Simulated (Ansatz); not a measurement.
# A hypothetical structure for V2Ga4Pt, part 2 of 2

This structure for V2Ga4Pt is made up. Its elements were placed in a known structure type with a cell scaled to their sizes. What cell does the guess relax to, and how far off was it?

Ansatz 0.2.0; DFT, PBE, plane-wave PAW, files of the set soft_1, scalar-relativistic, ferromagnetic start, cell and ions relaxed at zero pressure; PAW set soft_1 (the session's first sound run).

So far: Set-up; Relaxation of the guess. The relaxed cell has a = 6.391, c = 5.293 Å (conventional setting).

## (3) Electronic structure of the relaxed cell

With the geometry fixed, one more self-consistent run, with a narrower smearing and the mesh shown in its input, gives the bands, and its pressure, and its forces where symmetry allows any, show how far the geometry depends on these settings.

This step: DFT, PBE, plane-wave PAW, files of the set soft_1, scalar-relativistic, no spin, bands and density of states at the relaxed cell; PAW set soft_1 (Ansatz 0.2.0).

The input, input.yaml:

```yaml
crystal:
  lattice:
    - [-3.1957063025, 3.1957063025, 2.6465727156]
    - [3.1957063025, -3.1957063025, 2.6465727156]
    - [3.1957063025, 3.1957063025, -2.6465727156]
  atoms:
    - { symbol: Pt, position: [0.0, 0.0, 0.0] }
    - { symbol: Ga, position: [0.7139075851, 0.2860924149, 0.0] }
    - { symbol: Ga, position: [0.2860924149, 0.7139075851, 0.0] }
    - { symbol: Ga, position: [0.7139075851, 0.7139075851, 0.4278151702] }
    - { symbol: Ga, position: [0.2860924149, 0.2860924149, 0.5721848298] }
    - { symbol: V, position: [0.25, 0.75, 0.5] }
    - { symbol: V, position: [0.75, 0.25, 0.5] }
kpoints:
  mp_grid: { grid: [8, 8, 8] }
  band_path:
    path:
      - [[0.0, 0.0, 0.0], [0.0, 0.0, 0.5], [-0.5, 0.5, 0.5], [0.0, 0.0, 0.0], [0.4214644, 0.4214644, -0.4214644], [0.25, 0.25, 0.25], [0.0, 0.5, 0.0], [-0.4214644, 0.5785356, 0.4214644], [-0.5, 0.5, 0.5]]
      - [[0.0, 0.0, 0.5], [0.25, 0.25, 0.25]]
    npoints: 8
scf:
  occupations: { method: fermi_dirac, width: 0.03 }
  n_extra_bands: 11
hamiltonian:
  xc: pbe
  pseudopotentials: { kind: paw, azcp: { folder: soft_1 } }
output:
  forces: true
  stress: true
  write_bands: true
  dos: { projected: true }
  write_density: true
  write_potential: true
  elf: true
  volumetric_format: npy
```

Started as:

```console
$ ansatz run input.yaml --threads 4 --pin off --max-ram 10240MiB --backend cpu --events-out ev --progress --plain --runs-dir out
```

Numbers of over 12 decimals in the logs are rounded to 6 here.

Log:

```text
[...]
Crystal: 7 atoms, lattice volume = 108.113 Å³
Basis set: ecut = 420 eV, 2121 PW (Γ), exchange–correlation on 72×72×72 points (8 copies of the dense FFT grid, shifted against one another)
Bands: 59, of which v1, the nominal top of the filled ones, is band 48 counted from 1 (47 counted from 0)
Symmetry: 16 space group operations
[...]
k-points: 59 of 512
[...]
SCF iter   1: F=—  HF=-33510.509777 eV  |F-HF|=—  |Δ(HF+E_count)|=         —  Δρ=4.51e-1  dr2=5.43e2  ethr=3.10e-3  ⟨swp⟩=5.2  Hψ=10874  notcnv=0  defer=4
[...]
SCF iter  11: F=-33482.595761 eV  HF=-33482.595761 eV  |F-HF|=2.06e-8  |Δ(HF+E_count)|=   6.69e-8  Δρ=4.81e-6  dr2=3.81e-8  ethr=1.04e-10  ⟨swp⟩=13.4  Hψ=22429  notcnv=0
SCF 1 converged in 11 iterations: F = -33482.595761 eV  dr2 = 3.81e-8
[...]
NSCF: frozen V_eff on 74 k-points
SCF converged after 11 iterations
Free energy (F): -33482.595761 eV
[...]
Internal energy: -33482.584187 eV  (E = F + TS)
E sigma→0 (E₀):  -33482.589974 eV
Entropy (-TS):   -0.011574 eV (-1.653 meV/atom)
Fermi energy:    14.618203 eV
[...]
--- Forces (eV/Å), atoms counted from 1 ---
  atom   1  Pt    -0.00000000     0.00000000     0.00000000
  atom   2  Ga    -0.00233359     0.00233359    -0.00000000
  atom   3  Ga     0.00233359    -0.00233359     0.00000000
  atom   4  Ga     0.00233359     0.00233359    -0.00000000
  atom   5  Ga    -0.00233359    -0.00233359     0.00000000
  atom   6  V     -0.00000000     0.00000000     0.00000000
  atom   7  V      0.00000000    -0.00000000     0.00000000
  max |Σ_I F_I| component: 9.11e-18 eV/Å
--- Stress (GPa, compression-positive) ---
        0.080545       0.000000       0.000000
        0.000000       0.080545       0.000000
        0.000000       0.000000      -0.166481
  P = ⅓ Tr σ = -0.0018 GPa (-0.018 kbar)
--- Band table (eV; the first three rows and the last of 59) ---
  k-point 0: bands = [... 44 lower, 12.9804, 13.8867, 14.5729, 14.7443, 14.7443, 14.9012, 15.2128, 15.5257, ... 7 higher]
  k-point 1: bands = [... 44 lower, 13.1186, 13.5877, 14.2246, 14.7216, 14.8430, 15.0390, 15.3556, 15.8433, ... 7 higher]
  k-point 2: bands = [... 44 lower, 12.9720, 13.3710, 13.8243, 14.9758, 15.0846, 15.1329, 15.1869, 15.9672, ... 7 higher]
  k-point 58: bands = [... 44 lower, 12.3421, 12.7300, 13.5056, 13.8544, 14.9631, 15.6248, 15.9575, 15.9575, ... 7 higher]
```

Elapsed: 13 s, on 4 threads of Arm Neoverse V1, shared host; peak memory 0.72 GiB.

This step gave:

```
free energy             : -33482.5958 eV
energy at zero smearing : -33482.5900 eV
smearing term TS        : 0.01157 eV
Fermi energy            : 14.62 eV
pressure                : -0.001797 GPa
```

From bands.tsv, the bands that come nearest the Fermi level along the path, at its corners, in eV from the Fermi level:

```tsv
point	band 45	band 46	band 47	band 48	band 49	band 50	band 51	band 52
Γ	-1.64	-0.73	-0.05	0.13	0.13	0.28	0.59	0.91
X	-2.07	-1.13	-1.07	0.48	0.52	0.56	0.61	1.29
M	-2.28	-1.89	-1.11	-0.76	0.34	1.01	1.34	1.34
Γ	-1.64	-0.73	-0.05	0.13	0.13	0.28	0.59	0.91
Z	-2.23	-1.67	-1.04	-0.71	0.36	1.00	1.18	1.18
P	-0.71	-0.71	-0.20	-0.05	-0.02	-0.02	-0.02	0.99
N	-1.19	-1.07	-0.58	-0.27	-0.16	0.63	0.94	0.99
Z1	-2.23	-1.67	-1.04	-0.71	0.36	1.00	1.18	1.18
M	-2.28	-1.89	-1.11	-0.76	0.34	1.01	1.34	1.34
X	-2.07	-1.13	-1.07	0.48	0.52	0.56	0.61	1.29
P	-0.71	-0.71	-0.20	-0.05	-0.02	-0.02	-0.02	0.99
```

States per cell as run, both spins, in windows of 1 eV, from dos.tsv (zero at the Fermi level): Near the top, bands beyond those computed are missing, so counts there can be too low.

```csv
from,to,total
-8,-7,2.09
-7,-6,1.41
-6,-5,1.62
-5,-4,3.17
-4,-3,5.91
-3,-2,5.81
-2,-1,4.58
-1,0,4.45
0,1,5.88
1,2,5.95
2,3,3.18
```

Below -8 eV lie 66.9 more states.

Electrostatic potential energy in the ab plane of the conventional cell at fractional z = 0.000, with atoms of Pt and Ga within 0.2 Å of it. With pseudopotentials it is smooth inside the atoms' cores, unlike the true potential.

Values in eV, 10 rows by 16 columns, each cell a mean:
```
-42 -32   0  13  15  15  15  14  14  14  15  15  15   8 -20 -40
  1   7   9   7  12  10   9  14  15  11   8  12   9   8   9   3
 16  14   6  26  50  44  12   9  12   6  31  51  40   9  11  16
 15  14   8  13  30  24   7  11  13   7  15  31  22   7  13  15
 13  14  14  12   9  10  13  15  16  14  11   9  11  14  14  13
 14  14  13   9   8   8  10  15  15  13   8   8   8  12  14  14
 16  14   7  20  42  35   9  10  12   6  24  43  32   8  12  16
 15  14   7  20  42  36  10  10  13   7  24  43  32   7  11  15
-12  -1   9   9   9   9  11  14  15  13   9   9   8   9   4  -9
-44 -39  -4  14  16  16  15  13  13  14  15  16  15   7 -27 -43
```
Columns run along a (6.4 Å; values clipped at the 3rd and 97th percentile), rows up along b (6.4 Å), edges of the conventional cell, whose origin can differ from the input's. Atoms in or near the plane, at fractional coordinates: Pt at (0.00, 0.00), Ga at (0.29, 0.71), Ga at (0.71, 0.29), Ga at (0.71, 0.71), Ga at (0.29, 0.29).

Valence density in the ab plane of the conventional cell at fractional z = 0.000, with atoms of Pt and Ga within 0.2 Å of it. It is the smooth field of the valence electrons, not physical close to the nuclei.

Ten steps, logarithmic in the rise over the least value, from '0' (0 e/Å³) to '9' (37 e/Å³), each cell a mean:
```
763100001100000256
542100000000001135
221112110011111112
101246411012553110
001389721014895100
001379620014885100
001145310002442100
000111100000111100
100010000000000001
100111000000011001
001122100001221100
001267510013674100
001389721015996200
001268621114784100
111123211011332111
431111110001111123
653100000000000246
764100001100001257
```
Columns run along a (6.4 Å), rows up along b (6.4 Å), edges of the conventional cell, whose origin can differ from the input's. Atoms in or near the plane, at fractional coordinates: Pt at (0.00, 0.00), Ga at (0.29, 0.71), Ga at (0.71, 0.29), Ga at (0.71, 0.71), Ga at (0.29, 0.29).

ELF in the ab plane of the conventional cell at fractional z = 0.000, with atoms of Pt and Ga within 0.2 Å of it. It is the smooth field of the valence electrons, not physical close to the nuclei.

Ten even steps from '0' (0.04) to '9' (0.59), each cell a mean:
```
996445666566654589
875456777677654468
554444578986444445
444321258963113444
554200036851001455
565300035641001466
577521234433113676
568754332233456876
567997531124689965
568976432124568876
577643333333335776
576410134532002576
565200036741001465
454300147952002454
444432469975323444
764445678787544456
986456776667654579
997445555555554589
```
Columns run along a (6.4 Å), rows up along b (6.4 Å), edges of the conventional cell, whose origin can differ from the input's. Atoms in or near the plane, at fractional coordinates: Pt at (0.00, 0.00), Ga at (0.29, 0.71), Ga at (0.71, 0.29), Ga at (0.71, 0.71), Ga at (0.29, 0.29).

## (4) Summary of results

```yaml
space_group_relaxed: I4/mmm
conventional_cell: a = 6.391, b = 6.391, c = 5.293 Å; α = 90.0°, β = 90.0°, γ = 90.0°
volume_per_atom: 15.44 Å³ (guess 14.32)
total_moment: 0.00 μB in the cell of 7 atoms
```

V2Ga4Pt relaxes to I4/mmm with a = 6.391, b = 6.391 and c = 5.293 Å. The guessed volume was 7 % too small. The space group I4/mmm was held in the relaxation, so the end point is a stationary structure within it and may be a saddle against distortions or other arrangements. The moments died out from this one start and weren't seeded again at the relaxed cell. Bands cross the Fermi level, so it is a metal or semimetal at this level. On the 8×8×8 mesh with the narrower smearing (relaxed on 7×7×7) the largest force component is 0.002 eV/Å and the largest stress component is 0.166 GPa, against the relaxation's thresholds of 0.015 eV/Å and 0.05 GPa. The cutoff wasn't tested. Spin-orbit coupling is left out, which can matter for elements this heavy. No dispersion term is used, so weakly bound directions may come out too long. Nothing here tests whether the compound is stable against decomposition.

[Logs are printed without paths, hosts, clocks, repeated set-up lines and the standing remarks that a program may print on its own settings, such as how far it seeks lower states.]

[Hosts, paths, dates, database ids (printed as entryN), source tags and the programs' standing remarks are cut or masked in the printed files.]
